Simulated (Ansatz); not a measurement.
# HfNbBP: relaxing a made-up structure, part 2 of 2

This structure for HfNbBP is made up. Its elements were placed in a known structure type with a cell scaled to their sizes. What cell does the guess relax to, and how far off was it?

Ansatz 0.2.0; DFT, PBEsol, plane-wave PAW, files of the set soft_1, scalar-relativistic, no spin, cell and ions relaxed at zero pressure; PAW set soft_1 (the session's first sound run).

So far: Starting point; Relaxing cell and atoms. The relaxed cell has a = 3.410, c = 17.432 Å (conventional setting).

## (3) Bands of the relaxed cell

A second self-consistent run takes a narrower smearing and the mesh shown in its input; the bands follow along the standard path of the relaxed lattice.

This step: DFT, PBEsol, plane-wave PAW, files of the set soft_1, scalar-relativistic, no spin, bands and density of states at the relaxed cell; PAW set soft_1 (Ansatz 0.2.0).

Input file input.yaml:

```yaml
crystal:
  lattice:
    - [1.7047979536, 0.9842655574, 5.8106276966]
    - [-1.7047979536, 0.9842655574, 5.8106276966]
    - [0.0, -1.9685311149, 5.8106276966]
  atoms:
    - { symbol: Hf, position: [1.0091285394, 1.0091285394, 1.0091285394] }
    - { symbol: Nb, position: [0.4895290481, 0.4895290481, 0.4895290481] }
    - { symbol: P, position: [0.2457833194, 0.2457833194, 0.2457833194] }
    - { symbol: B, position: [0.7516590931, 0.7516590931, 0.7516590931] }
kpoints:
  mp_grid: { grid: [10, 10, 10] }
  band_path:
    path:
      - [[0.0, 0.0, 0.0], [0.5, 0.0, 0.0], [0.5, 0.18579544, -0.18579544]]
      - [[0.81420456, 0.5, 0.18579544], [0.5, 0.5, 0.5], [0.0, 0.0, 0.0], [0.34289772, 0.0, -0.34289772]]
      - [[0.65710228, 0.34289772, 0.0], [0.5, 0.5, 0.0], [0.65710228, 0.65710228, 0.18579544], [0.5, 0.5, 0.5]]
      - [[0.5, 0.0, 0.0], [0.81420456, 0.34289772, 0.34289772]]
    npoints: 8
scf:
  occupations: { method: fermi_dirac, width: 0.03 }
  n_extra_bands: 8
hamiltonian:
  xc: pbesol
  pseudopotentials: { kind: paw, azcp: { folder: soft_1 }, xc_functional: pbe }
output:
  forces: true
  stress: true
  write_bands: true
  dos: { projected: true }
  write_density: true
  write_potential: true
  elf: true
  volumetric_format: npy
```

Started as:

```console
ansatz run input.yaml --threads 4 --pin off --max-ram 8192MiB --backend cpu --events-out ev --progress --plain --runs-dir out
```

Numbers of over 12 decimals in the logs are rounded to 6 here.

What it wrote:

```text
[...]
Crystal: 4 atoms, lattice volume = 58.500 Å³
Basis set: ecut = 420 eV, 1135 PW (Γ), FFT grids on a1−a2, a2, −a2+a3, exchange–correlation on 48×90×48 points (8 copies of the dense FFT grid, shifted against one another)
Bands: 32, of which v1, the nominal top of the filled ones, is band 24 counted from 1 (23 counted from 0)
Symmetry: 6 space group operations
[...]
k-points: 116 of 1000 (time reversal used)
[...]
SCF iter   1: F=—  HF=-20995.492004 eV  |F-HF|=—  |Δ(HF+E_count)|=         —  Δρ=1.20e-1  dr2=2.61e1  ethr=3.10e-3  ⟨swp⟩=5.9  Hψ=15161  notcnv=0
[...]
SCF iter  10: F=-20990.419619 eV  HF=-20990.419619 eV  |F-HF|=5.06e-8  |Δ(HF+E_count)|=   3.52e-7  Δρ=7.26e-6  dr2=5.26e-8  ethr=2.13e-10  ⟨swp⟩=14.0  Hψ=28294  notcnv=0
SCF 1 converged in 10 iterations: F = -20990.419619 eV  dr2 = 5.26e-8
[...]
NSCF: frozen V_eff on 76 k-points
SCF converged after 10 iterations
Free energy (F): -20990.419619 eV
[...]
Internal energy: -20990.412841 eV  (E = F + TS)
E sigma→0 (E₀):  -20990.416230 eV
Entropy (-TS):   -0.006779 eV (-1.695 meV/atom)
Fermi energy:    16.331902 eV
[...]
--- Forces (eV/Å), atoms counted from 1 ---
  atom   1  Hf     0.00000000    -0.00000000     0.06341232
  atom   2  Nb    -0.00000000     0.00000000    -0.07762887
  atom   3  P      0.00000000    -0.00000000     0.01899481
  atom   4  B     -0.00000000     0.00000000    -0.00460064
  max |Σ_I F_I| component: 1.78e-4 eV/Å
--- Stress (GPa, compression-positive) ---
       -0.144683       0.000000       0.000000
        0.000000      -0.144683      -0.000000
        0.000000      -0.000000       0.204173
  P = ⅓ Tr σ = -0.0284 GPa (-0.284 kbar)
--- Band table (eV; the first three rows and the last of 116) ---
  k-point 0: bands = [... 20 lower, 15.8581, 15.9583, 15.9583, 16.8918, 17.1969, 17.1969, 17.7681, 17.7681, ... 4 higher]
  k-point 1: bands = [... 20 lower, 15.3364, 15.6110, 15.6996, 16.0092, 17.0875, 17.5090, 18.3027, 18.6002, ... 4 higher]
  k-point 2: bands = [... 20 lower, 13.9777, 14.8092, 15.1852, 15.9196, 17.3761, 17.7924, 18.7337, 18.8745, ... 4 higher]
  k-point 115: bands = [... 20 lower, 13.7227, 14.8162, 14.8162, 16.5608, 16.5608, 17.8261, 18.3514, 18.3514, ... 4 higher]
```

Elapsed: 4.9 s, on 4 threads of INTEL XEON PLATINUM 8581C at 2.30GHz (Emerald Rapids), shared host; peak memory 0.6 GiB; 18 s of CPU time.

Numbers from this step:

```yaml
free_energy: -20990.4196 eV
energy_at_zero_smearing: -20990.4162 eV
smearing_term_ts: 0.006779 eV
fermi_energy: 16.33 eV
pressure: -0.02840 GPa
```

From bands.tsv, the bands that come nearest the Fermi level along the path, at its corners, in eV from the Fermi level:

| point | band 21 | band 22 | band 23 | band 24 | band 25 | band 26 | band 27 | band 28 |
| --- | --- | --- | --- | --- | --- | --- | --- | --- |
| Γ | -0.47 | -0.37 | -0.37 | 0.56 | 0.87 | 0.87 | 1.44 | 1.44 |
| L | -2.74 | -2.46 | -1.68 | -0.57 | 1.54 | 2.20 | 3.13 | 4.37 |
| B1 | -3.16 | -2.66 | -1.76 | 1.09 | 1.17 | 2.03 | 2.89 | 3.69 |
| B | -3.16 | -2.66 | -1.76 | 1.09 | 1.17 | 2.03 | 2.89 | 3.69 |
| Z | -2.61 | -1.52 | -1.52 | 0.23 | 0.23 | 1.49 | 2.02 | 2.02 |
| Γ | -0.47 | -0.37 | -0.37 | 0.56 | 0.87 | 0.87 | 1.44 | 1.44 |
| X | -3.20 | -2.68 | -1.77 | 0.95 | 1.50 | 1.94 | 2.91 | 3.60 |
| Q | -3.20 | -2.68 | -1.77 | 0.95 | 1.50 | 1.94 | 2.91 | 3.60 |
| F | -2.80 | -2.41 | -0.70 | -0.02 | 1.91 | 2.47 | 2.50 | 3.23 |
| P1 | -2.85 | -2.49 | -0.77 | -0.40 | 1.98 | 2.50 | 2.79 | 3.14 |
| Z | -2.61 | -1.52 | -1.52 | 0.23 | 0.23 | 1.49 | 2.02 | 2.02 |
| L | -2.74 | -2.46 | -1.68 | -0.57 | 1.54 | 2.20 | 3.13 | 4.37 |
| P | -2.85 | -2.49 | -0.77 | -0.40 | 1.98 | 2.50 | 2.79 | 3.14 |

Counts of states for the cell as run, both spins, by energy window (eV from the Fermi level):

```csv
from,to,total
-8,-7,0.95
-7,-6,1.00
-6,-5,1.42
-5,-4,2.07
-4,-3,2.53
-3,-2,3.55
-2,-1,2.13
-1,0,1.25
0,1,1.46
1,2,2.25
2,3,3.59
3,4,2.65
4,5,2.89
```

A further 32.1 states lie below the table's range.

Force by atom:

| atom | x (eV/Å) | y (eV/Å) | z (eV/Å) | size |
| --- | --- | --- | --- | --- |
| Hf1 | 0.0000 | 0.0000 | 0.0634 | 0.0634 |
| Nb2 | 0.0000 | 0.0000 | -0.0776 | 0.0776 |
| P3 | 0.0000 | 0.0000 | 0.0190 | 0.0190 |
| B4 | 0.0000 | 0.0000 | -0.0046 | 0.0046 |

Valence density in the ac plane of the conventional cell at fractional y = 0.000, with atoms of Hf and Nb and P and B within 0.2 Å of it. It is the smooth field of the valence electrons, not physical close to the nuclei.

Ten steps, logarithmic in the rise over the least value, from '_' (0 e/Å³) to '@' (41 e/Å³), each cell a mean:
```
##**==::..__________..::++**
__________........__________
__________..........________
__________........__________
....______..........____....
..........__________........
........____________........
__________........__________
____________......__________
__________........__________
....______..........______..
++====::..__________..--====
++++==--..__________::--==++
::::....____....______....::
____________......__________
__________........__________
......__________________....
..........__________........
..........__________........
......______......______....
__________..........________
__________........__________
==--::..____________....::==
@@@@**--..__________::==##@@
```
Columns run along a (3.4 Å), rows up along c (17.4 Å), edges of the conventional cell, whose origin can differ from the input's. Atoms in or near the plane, at fractional coordinates: Hf at (0.00, 0.01), Nb at (0.00, 0.49), P at (0.00, 0.25), B at (0.00, 0.75).

ELF in the ac plane of the conventional cell at fractional y = 0.000, with atoms of Hf and Nb and P and B within 0.2 Å of it. It is the smooth field of the valence electrons, not physical close to the nuclei.

Ten even steps from '_' (0.12) to '@' (0.84), each cell a mean:
```
##**++::..::--==--....--**##
____..--++##%%%%%%**==::____
____::==++**######**++--..__
............::::............
##**++--............::==**##
..::**##**==::..::++####==..
==++####++::......--**##**==
##**==::____....____..--++##
......__....::::....____....
____::==**########**++--..__
......--++##%%%%##**==::....
++****==..::--==--..::++****
==**##++::::--==--..::**##++
--::::::==**######++--::::::
..::::------------------::::
::::..______......______..::
%%##**==::________..--++##%%
::--##%%##==::..--**%%%%++::
::--**%%##==::..::++%%%%++::
##**++==::..______..::==**##
............::::............
__..::--==++++++++++==--....
==--::::::++**##**==::::--==
@@@@%%++..__::--..__::**@@@@
```
Columns run along a (3.4 Å), rows up along c (17.4 Å), edges of the conventional cell, whose origin can differ from the input's. Atoms in or near the plane, at fractional coordinates: Hf at (0.00, 0.01), Nb at (0.00, 0.49), P at (0.00, 0.25), B at (0.00, 0.75).

Electrostatic potential energy in the ac plane of the conventional cell at fractional y = 0.000, with atoms of Hf and Nb and P and B within 0.2 Å of it. With pseudopotentials it is smooth inside the atoms' cores, unlike the true potential.

Values in eV, 24 rows by 14 columns, each cell a mean:
```
-13 -12  -9   0   9  14  16  16  15  12   6  -3 -11 -13
 12  12  14  15  15  14  13  12  13  14  15  14  13  12
 19  19  18  17  15  13  11  10  11  14  16  18  19  19
 19  19  18  16  13  10   7   6   8  11  14  17  18  19
 13  14  15  14  12   9   5   4   6  10  13  15  15  14
-21 -19  -4  10  15  16  15  15  15  16  14   6 -11 -20
-12  -8   3  12  15  14  13  13  14  15  14  10  -2 -10
 17  17  16  14  11   7   4   3   5   9  13  15  17  17
 19  19  18  16  13  11   9   8   9  12  14  16  18  19
 19  19  18  17  15  13  11  10  12  14  16  18  18  19
  7   9  12  14  14  14  13  12  13  14  14  13  10   8
-30 -28 -22  -7   7  14  16  17  16  12   3 -13 -25 -29
-33 -32 -29 -13   5  14  17  17  16  11  -1 -20 -31 -32
 -3   0   6  12  15  16  16  16  16  16  14  10   3  -2
 18  18  18  17  16  14  12  12  13  14  16  17  18  18
 18  18  17  14  11   7   4   3   5   9  13  15  17  18
  9  11  13  13  13  11   9   9  10  12  13  13  12  10
-29 -27 -17   0  12  15  17  17  16  15   9  -6 -22 -28
-29 -26 -16   1  12  15  16  16  16  14   9  -5 -21 -28
 10  11  13  14  13  10   8   7   8  11  13  14  12  11
 19  18  17  15  13   8   5   4   6  10  14  16  18  19
 17  17  17  17  16  15  14  13  14  15  17  17  17  17
 -6  -4   1   8  13  16  17  17  16  15  11   6  -1  -5
 -5 -11 -17 -10   4  13  16  17  15  10  -1 -14 -16  -9
```
Columns run along a (3.4 Å; values clipped at the 3rd and 97th percentile), rows up along c (17.4 Å), edges of the conventional cell, whose origin can differ from the input's. Atoms in or near the plane, at fractional coordinates: Hf at (0.00, 0.01), Nb at (0.00, 0.49), P at (0.00, 0.25), B at (0.00, 0.75).

## (4) Results

| Quantity | Value |
| --- | --- |
| space group, relaxed | R3m |
| conventional cell | a = 3.410, b = 3.410, c = 17.432 Å; α = 90.0°, β = 90.0°, γ = 120.0° |
| volume per atom | 14.63 Å³ (guess 12.94) |

What this shows: HfNbBP relaxes to R3m with a = 3.410, b = 3.410 and c = 17.432 Å. The guessed volume was 12 % too small. The space group R3m was held in the relaxation, so the end point is a stationary structure within it and may be a saddle against distortions or other arrangements. Bands cross the Fermi level, so it is a metal or semimetal at this level. The electron count is odd, which forces that without spin polarisation or a larger cell. On the 10×10×10 mesh with the narrower smearing (relaxed on 9×9×9) the largest force component is 0.078 eV/Å and the largest stress component is 0.204 GPa, against the relaxation's thresholds of 0.015 eV/Å and 0.05 GPa. The cutoff wasn't tested. Spin-orbit coupling is left out, which can matter for elements this heavy. No dispersion term is used, so weakly bound directions may come out too long. The runs have no spin, and magnetism wasn't tested. Nothing here tests whether the compound is stable against decomposition.

[Logs are printed without paths, hosts, clocks, repeated set-up lines and the standing remarks that a program may print on its own settings, such as how far it seeks lower states.]

[Hosts, paths, dates, database ids (printed as entryN), source tags and the programs' standing remarks are cut or masked in the printed files.]
